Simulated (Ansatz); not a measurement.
Rows from a G0W0 calculation on BiP (buckled honeycomb monolayer) (Ansatz 0.2.0; G0W0 on PBEsol, plane waves, PAW; PAW set soft_1; 3×3×1 mesh, 297 empty bands, screening to 54 eV, PAW set soft_1 files), in eV. Spin-orbit coupling is left out.

```
row      Σx     Σc     Vxc     Z
  A   -8.33  -3.81  -12.55  0.71
  B   -9.30  -3.95  -13.75  0.69
  C  -16.32   1.80  -14.49  0.68
  D   -7.53  -3.46  -11.26  0.70
  E  -14.64   1.70  -12.83  0.68
  F   -6.74  -3.92  -10.92  0.70
```

Which rows are filled states and which are empty ones, and how can one tell?

Filled: C and E. Empty: A, B, D and F. The sign of Σc tells: for a filled state bare exchange, which holds its interaction with itself, lies below Vxc (Σx − Vxc is -1.8 eV or lower here) and screening gives part back as a positive Σc. For an empty state Σx lies above Vxc (+3.7 eV or more) and the Coulomb hole leaves Σc negative.

[Paths, hosts, dates, memory and timing lines, banners, echoed tables and standing remarks are left out of the program output.]

[Logs are printed without paths, hosts, clocks, repeated set-up lines and the standing remarks that a program may print on its own settings, such as how far it seeks lower states.]

[Runs of the session that timed out or met a known fault of the program may be left out.]

[Cells called generated may have been cut or substituted from an entry of the Crystallography Open Database or the Materials Project.]

[Hosts, paths, dates, database ids (printed as entryN), source tags and the programs' standing remarks are cut or masked in the printed files.]
